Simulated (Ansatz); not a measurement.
**SiPbS3 in P4bm, a phase reached by a soft mode: following an unstable mode**

Wanted: the energy along a soft mode of SiPbS3 in P4bm, a phase reached by a soft mode and the structure at the end.

Program: Ansatz 0.2.0. Level of theory: DFT PBEsol, scalar-relativistic, plane waves, PAW; PAW set soft_1. Results are calculated unless marked as measured.

Most raw output is cut from this account.

The structure was built from a prototype and need not be the compound's stable phase.

In doubt: the program warns that the response may not be converged on this k-mesh (step 2), which bears on the force constants and all frequencies.

**1. The structure**

The structure is tetragonal, space group P4bm (No. 100). The conventional cell has a = 6.050 Å, b = 6.050 Å, c = 5.618 Å, α = 90.00°, β = 90.00°, γ = 90.00°. Nearest to Pb lie 6 S at 2.84 to 3.08 Å. Si has 5 S at 2.12 to 2.28 Å nearest. Nearest to S lie 2 Si at 2.28 Å and 1 Pb at 2.84 Å. S has 1 Si at 2.12 Å and 4 Pb at 3.08 Å nearest. Farther neighbours and most contacts between anions are not listed.

As a file:

```cif
data_structure
_symmetry_space_group_name_H-M 'P4bm'
_symmetry_Int_Tables_number 100
_cell_length_a 6.0501
_cell_length_b 6.0501
_cell_length_c 5.6185
_cell_angle_alpha 90.000
_cell_angle_beta 90.000
_cell_angle_gamma 90.000
_cell_volume 205.66
loop_
_atom_site_label
_atom_site_type_symbol
_atom_site_symmetry_multiplicity
_atom_site_Wyckoff_symbol
_atom_site_fract_x
_atom_site_fract_y
_atom_site_fract_z
_atom_site_occupancy
Pb1 Pb 2 b 0.50000 0.00000 0.05230 1
Si1 Si 2 a 0.00000 0.00000 0.57534 1
S1 S 4 c 0.19524 0.69524 0.46177 1
S2 S 2 a 0.00000 0.00000 0.95304 1
```

**2. Linear response at the zone centre**

This phase was reached earlier by freezing in an unstable mode of a structure of higher symmetry and relaxing. Its zone-centre modes can show that it is still unstable.

File input.yaml:

```yaml
crystal:
  lattice:
    - [6.0501067086, 0.0, 0.0]
    - [0.0, 6.0501067086, 0.0]
    - [0.0, 0.0, 5.6184995175]
  atoms:
    - { symbol: Pb, position: [0.5, 0.0, 0.0522987014] }
    - { symbol: Pb, position: [0.0, 0.5, 0.0522987014] }
    - { symbol: Si, position: [0.0, 0.0, 0.5753427921] }
    - { symbol: Si, position: [0.5, 0.5, 0.5753427921] }
    - { symbol: S, position: [0.19523904, 0.69523904, 0.4617663687] }
    - { symbol: S, position: [0.80476096, 0.30476096, 0.4617663687] }
    - { symbol: S, position: [0.30476096, 0.19523904, 0.4617663687] }
    - { symbol: S, position: [0.69523904, 0.80476096, 0.4617663687] }
    - { symbol: S, position: [0.0, 0.0, 0.9530377382] }
    - { symbol: S, position: [0.5, 0.5, 0.9530377382] }
kpoints:
  mp_grid: { grid: [4, 4, 4] }
hamiltonian:
  xc: pbesol
  pseudopotentials: { kind: paw, azcp: { folder: soft_1 }, xc_functional: pbe }
scf:
  occupations: { method: fixed }
output:
  eigenvalues: true
phonons:
  method: dfpt
  dielectric: true
  rigid_motions: translations
```

On the command line:

```
$ ansatz run input.yaml --threads 8 --pin off --max-ram 16384MiB --backend cpu --events-out ev --progress --plain --runs-dir out
```

Wall time 75 s (8 threads of Arm Neoverse V2, shared host); peak memory 1.9 GiB.

Numbers from this step:

| Item | Value |
| --- | --- |
| gap on the k-mesh | 1.239 eV |
| volume per atom | 20.57 Å³ |
| sum-rule residual before enforcement | 9.67e-5 eV/Å² |
| miss of the charge sum rule | 0.03461 e |
| estimated error of the dielectric tensor | 0.09315 |
| estimated error of the Born charges | 0.04652 e |
| point group | 4mm |
| highest optical mode at the zone centre (no LO-TO term) | 508.5 cm⁻¹ |
| lowest optical zone-centre mode | -25.04 cm⁻¹ |
| mean high-frequency dielectric constant | 13.48 |
| largest Born charge (third of the trace) | 4.159 e |
| top of the zone-centre spectrum with the field | 541.5 cm⁻¹ |

Patterns of degenerate modes are one choice out of their space. The modes at Γ (shares of kinetic energy by element, %) (negative means imaginary):

| mode | frequency (cm⁻¹) | symmetry | Pb % | Si % | S % |
| --- | --- | --- | --- | --- | --- |
| 1 | -25.0 | E | 25 | 4 | 71 |
| 2 | -25.0 | E | 25 | 4 | 71 |
| 3 | 0.0 | acoustic | 63 | 8 | 29 |
| 4 | 0.0 | acoustic | 63 | 8 | 29 |
| 5 | 0.0 | acoustic | 63 | 8 | 29 |
| 6 | 44.4 | B2 | 95 | 0 | 5 |
| 7 | 45.5 | E | 93 | 1 | 6 |
| 8 | 45.5 | E | 93 | 1 | 6 |
| 9 | 73.4 | E | 14 | 18 | 68 |
| 10 | 73.4 | E | 14 | 18 | 68 |
| 11 | 83.0 | A1 | 31 | 6 | 63 |
| 12 | 130.7 | B2 | 4 | 0 | 96 |
| 13 | 136.6 | E | 4 | 7 | 89 |
| 14 | 136.6 | E | 4 | 7 | 89 |
| 15 | 170.6 | E | 0 | 25 | 74 |
| 16 | 170.6 | E | 0 | 25 | 74 |
| 17 | 181.9 | A1 | 6 | 14 | 80 |
| 18 | 194.7 | A2 | 0 | 44 | 56 |
| 19 | 222.3 | B1 | 0 | 0 | 100 |
| 20 | 255.8 | E | 1 | 25 | 74 |
| 21 | 255.8 | E | 1 | 25 | 74 |
| 22 | 294.3 | B2 | 1 | 0 | 99 |
| 23 | 301.8 | A1 | 0 | 10 | 89 |
| 24 | 359.5 | E | 0 | 71 | 29 |
| 25 | 359.5 | E | 0 | 71 | 29 |
| 26 | 359.6 | A2 | 0 | 0 | 100 |
| 27 | 374.4 | E | 0 | 39 | 61 |
| 28 | 374.4 | E | 0 | 39 | 61 |
| 29 | 493.2 | A2 | 0 | 56 | 44 |
| 30 | 508.5 | A1 | 0 | 62 | 38 |

Displacements in mode 1 (-25.0 cm⁻¹), the largest set to 1:
```
Pb1  0.41  0.30  0.00
Pb2  0.28  0.00  0.00
Si3 -0.42 -0.11  0.00
Si4 -0.37 -0.23  0.00
S5  -1.00 -0.66  0.90
S6  -1.00 -0.66 -0.90
S7  -0.76 -0.11 -0.35
S8  -0.76 -0.11  0.35
S9  -0.27  0.27  0.00
S10  0.01 -0.38  0.00
```

Displacements in mode 9 (73.4 cm⁻¹), the largest set to 1:
```
Pb1  0.28 -0.06  0.00
Pb2  0.27  0.02  0.00
Si3 -0.87  0.06  0.00
Si4 -0.87  0.04  0.00
S5  -0.21  0.35 -0.60
S6  -0.21  0.35  0.60
S7  -0.17 -0.33  0.67
S8  -0.17 -0.33 -0.67
S9  -0.71 -0.93  0.00
S10 -0.60  1.00  0.00
```

Before it was imposed, the acoustic sum rule was missed by 9.7e-5 eV/Å² and the charge sum rule by 0.035 e. The charge miss is large and points to the mesh or the basis. The lowest optical mode is imaginary, 25.0i cm⁻¹, so the energy falls along it.

The log warns of the k mesh: “the force constants stand on the 4×4×4 k-mesh, whose period is 9.37 times the interband length at k = (0.0000, 0.0000, 0.2500), direct gap 1.332 eV, under 14: take them and everything formed from them as unconverged”.

**3. The mode frozen in, largest atomic shift 0 Å**

The mode followed lies at Γ with frequency 25.0i cm⁻¹ and is 2-fold degenerate, the softest among the wavevectors solved. At small amplitude the distorted cell has space group no. 8 by a symmetry search on the positions. The undistorted cell that holds it gives the zero of energy on the same k mesh.

input.yaml: that of step 2 with these lines changed.

```diff
@@ -22,8 +22,6 @@
 scf:
-  occupations: { method: fixed }
+  occupations: { method: gaussian, width: 0.02 }
 output:
+  forces: true
+  stress: true
   eigenvalues: true
-phonons:
-  method: dfpt
-  dielectric: true
-  rigid_motions: translations
```

Run time: 1.8 s. Hardware: 8 threads; peak memory 0.68 GiB; 12 s of CPU time.

This step gave:

```
pressure                         : 5.17e-4 GPa
energy from the undistorted cell : 0 meV/atom
```

At this level the gap is 1.24 eV on the k-mesh of the self-consistent run, which can miss the band edges.

**4. The mode frozen in, largest atomic shift 0.14 Å**

The atoms are moved along the unstable eigenvector, the largest shift by 0.14 Å, with the cell fixed.

input.yaml, the sections that differ from step 3:

```yaml
crystal:
  lattice:
    - [6.0501067086, 0.0, 0.0]
    - [0.0, 6.0501067086, 0.0]
    - [0.0, 0.0, 5.6184995175]
  atoms:
    - { symbol: Pb, position: [0.5055874816, 0.0055874816, 0.0522987014] }
    - { symbol: Pb, position: [0.0021945499, 0.5021945499, 0.0522987014] }
    - { symbol: Si, position: [-0.0050821858, -0.0037692744, 0.5753427921] }
    - { symbol: Si, position: [0.4962307256, 0.4949178142, 0.5753427921] }
    - { symbol: S, position: [0.1822427131, 0.6822427131, 0.4769053338] }
    - { symbol: S, position: [0.7917646331, 0.2917646331, 0.4466274036] }
    - { symbol: S, position: [0.2979345406, 0.1884126206, 0.4617663687] }
    - { symbol: S, position: [0.6884126206, 0.7979345406, 0.4617663687] }
    - { symbol: S, position: [-0.005135342, 0.0022404829, 0.9530377382] }
    - { symbol: S, position: [0.5022404829, 0.494864658, 0.9530377382] }
# kpoints, hamiltonian, scf, output: as in step 3
```

Wall time 2.5 s (8 threads); peak memory 0.73 GiB; 17 s of CPU time.

This step gave:

* pressure: 0.03008 GPa
* gap on the k-mesh: 1.229 eV
* energy from the undistorted cell: -0.173 meV/atom

The energy, extrapolated to zero smearing, is -0.17 meV/atom against the undistorted cell.

The run ends at a pressure of 0.03 GPa, with forces up to 0.017 eV/Å.

**5. Energy along the mode, all amplitudes (two of the runs are shown above)**

An imaginary frequency means negative curvature, so the energy should fall and then rise again as anharmonic terms take over.

Numbers from this step:

| Quantity | Value |
| --- | --- |
| depth at the lowest point sampled | 0.173 meV/atom |
| largest atomic shift at that point | 0.14 Å |

Table of energy from the parent by largest atomic shift:

| largest atomic shift (Å) | energy from the parent (meV/atom) |
| --- | --- |
| 0.000 | 0 |
| 0.040 | -0.02 |
| 0.080 | -0.074 |
| 0.140 | -0.173 |
| 0.220 | -0.144 |
| 0.320 | 0.828 |
| 0.450 | 5.88 |

Displacement at unit largest shift by atom:

| atom | x (Å) | y (Å) | z (Å) | size |
| --- | --- | --- | --- | --- |
| Pb1 | 0.24 | 0.24 | 0.00 | 0.34 |
| Pb2 | 0.10 | 0.10 | 0.00 | 0.13 |
| Si3 | -0.22 | -0.16 | 0.00 | 0.27 |
| Si4 | -0.16 | -0.22 | 0.00 | 0.27 |
| S5 | -0.56 | -0.56 | 0.61 | 1.00 |
| S6 | -0.56 | -0.56 | -0.61 | 1.00 |
| S7 | -0.29 | -0.29 | 0.00 | 0.42 |
| S8 | -0.29 | -0.29 | 0.00 | 0.42 |
| S9 | -0.22 | 0.10 | 0.00 | 0.24 |
| S10 | 0.10 | -0.22 | 0.00 | 0.24 |

The lowest of the steps tried is at 0.14 Å, 0.173 meV/atom below the parent; the bottom of the well need not coincide with a step.

**6. Relaxation from the frozen mode**

Starting from the lowest point found, all atoms and the cell are let go, so that strain and other modes of the same symmetry can join in.

input.yaml: that of step 4 with these lines changed.

```diff
@@ -22,3 +22,3 @@
 scf:
-  occupations: { method: gaussian, width: 0.02 }
+  occupations: { method: fixed }
 output:
@@ -27 +27,6 @@
   eigenvalues: true
+relax:
+  adjacent_minimum: "off"
+  f_tol: 0.002
+  max_steps: 120
+  cell: { stress_tol: 0.03 }
```

Wall time 31 s (8 threads); peak memory 0.79 GiB.

Step by step:

| step | energy less that of the first step (eV) | largest force component (eV/Å) | pressure (GPa) | volume (Å³) |
| --- | --- | --- | --- | --- |
| 1 | 0.0000 | 0.0159 | 0.03 | 205.66 |
| 2 | -0.0010 | 0.0276 | -0.03 | 206.18 |
| 3 | -0.0014 | 0.0205 | 0.02 | 206.05 |
| 4 | -0.0021 | 0.0172 | 0.03 | 206.17 |
| 5 | -0.0026 | 0.0178 | 0.04 | 206.33 |
| 6 | -0.0030 | 0.0239 | 0.01 | 206.62 |
| 7 | -0.0033 | 0.0197 | 0.00 | 206.78 |
| 8 | -0.0034 | 0.0125 | -0.01 | 206.84 |
| 9 | -0.0034 | 0.0095 | 0.01 | 206.79 |
| 10 | -0.0034 | 0.0064 | 0.00 | 206.85 |
| 11 | -0.0034 | 0.0017 | 0.00 | 206.85 |
| 12* | -0.0036 | 0.0017 | 0.00 | 206.85 |

Relaxation steps marked * repeat the geometry before them on a plane-wave basis chosen anew for their cell, so energy and pressure can jump there. Relaxation step 9 was tried and not accepted.

Forces are held to the 2 operations that the run works with; a distortion that breaks them can't arise in this run.

| cell as run | before | after | change |
| --- | --- | --- | --- |
| a (Å) | 6.050 | 6.049 | -0.0 % |
| b (Å) | 6.050 | 6.049 | -0.0 % |
| c (Å) | 5.618 | 5.653 | +0.6 % |
| α (°) | 90.00 | 90.49 | +0.5 % |
| β (°) | 90.00 | 90.49 | +0.5 % |
| γ (°) | 90.00 | 90.03 | +0.0 % |
| volume (Å³/atom) | 20.57 | 20.68 | +0.6 % |

The atoms that moved most (Å, as changes of fractional coordinates times the final cell):

| atom | dx | dy | dz | length |
| --- | --- | --- | --- | --- |
| S6 | -0.038 | -0.038 | -0.062 | 0.083 |
| Pb1 | 0.052 | 0.052 | 0.019 | 0.076 |
| S5 | -0.031 | -0.031 | 0.053 | 0.069 |
| S9 | 0.009 | 0.035 | -0.016 | 0.039 |
| S10 | 0.035 | 0.009 | -0.016 | 0.039 |
| Pb2 | 0.020 | 0.020 | 0.026 | 0.038 |
| S8 | -0.015 | -0.018 | -0.001 | 0.023 |
| S7 | -0.018 | -0.015 | -0.001 | 0.023 |

The relaxed structure:

```cif
data_structure
_symmetry_space_group_name_H-M 'P 1'
_symmetry_Int_Tables_number 1
_cell_length_a 6.0493
_cell_length_b 6.0493
_cell_length_c 5.6529
_cell_angle_alpha 90.489
_cell_angle_beta 90.489
_cell_angle_gamma 90.031
_cell_volume 206.85
loop_
_atom_site_label
_atom_site_type_symbol
_atom_site_fract_x
_atom_site_fract_y
_atom_site_fract_z
_atom_site_occupancy
Pb1 Pb 0.51426 0.01426 0.05571 1
Pb2 Pb 0.00554 0.50554 0.05688 1
Si3 Si 0.99322 0.99559 0.57522 1
Si4 Si 0.49559 0.49322 0.57522 1
S5 S 0.17717 0.67717 0.48621 1
S6 S 0.78536 0.28536 0.43556 1
S7 S 0.29499 0.18592 0.46148 1
S8 S 0.68592 0.79499 0.46148 1
S9 S 0.99637 0.00798 0.95033 1
S10 S 0.50798 0.49637 0.95033 1
```

This step gave:

```yaml
pressure: -0.003438 GPa
gap_on_the_k_mesh: 1.213 eV
volume_per_atom: 20.68 Å³
```

The distorted start has space group Cm; the relaxation ends in Cm.

**7. The new phase in its own primitive cell**

The relaxed structure is symmetrised, reduced to its primitive cell and relaxed tightly, as its phonons need.

File input.yaml:

```yaml
crystal:
  lattice:
    - [4.2763292649, -4.2786723264, 0.0]
    - [4.2763292649, 4.2786723264, 0.0]
    - [-0.0682923999, 0.0, 5.6524860712]
  atoms:
    - { symbol: Pb, position: [0.0142609121, 0.0142609121, 0.0557118788] }
    - { symbol: Pb, position: [0.5055421843, 0.5055421843, 0.0568813141] }
    - { symbol: Si, position: [0.4932206464, 0.995586698, 0.5752204872] }
    - { symbol: Si, position: [0.995586698, 0.4932206464, 0.5752204872] }
    - { symbol: S, position: [0.6771672322, 0.6771672322, 0.4862087709] }
    - { symbol: S, position: [0.2853590529, 0.2853590529, 0.4355572203] }
    - { symbol: S, position: [0.7949880633, 0.1859181853, 0.4614832903] }
    - { symbol: S, position: [0.1859181853, 0.7949880633, 0.4614832903] }
    - { symbol: S, position: [0.4963676595, 0.0079795854, 0.9503285995] }
    - { symbol: S, position: [0.0079795854, 0.4963676595, 0.9503285995] }
kpoints:
  mp_grid: { grid: [4, 4, 4] }
hamiltonian:
  xc: pbesol
  pseudopotentials: { kind: paw, azcp: { folder: soft_1 }, xc_functional: pbe }
scf:
  occupations: { method: fixed }
output:
  forces: true
  stress: true
  eigenvalues: true
relax:
  adjacent_minimum: "off"
  f_tol: 0.001
  max_steps: 60
  cell: { stress_tol: 0.01 }
```

The job ended after 11 s (8 threads; peak memory 0.78 GiB).

Little changed from the start: no atom moved by 0.005 Å and no cell edge by 0.1 %.

This step gave:

- pressure: 6.72e-5 GPa
- direct gap on mesh: 1.325 eV

The largest force component left is 0.99 meV/Å and the pressure is 0.000 GPa, within the tolerances set. The cell now holds 20.68 Å³/atom.

(Part 1 of 2 ends here.)

[Logs are printed without paths, hosts, clocks, repeated set-up lines and the standing remarks that a program may print on its own settings, such as how far it seeks lower states.]

[Hosts, paths, dates, database ids (printed as entryN), source tags and the programs' standing remarks are cut or masked in the printed files.]
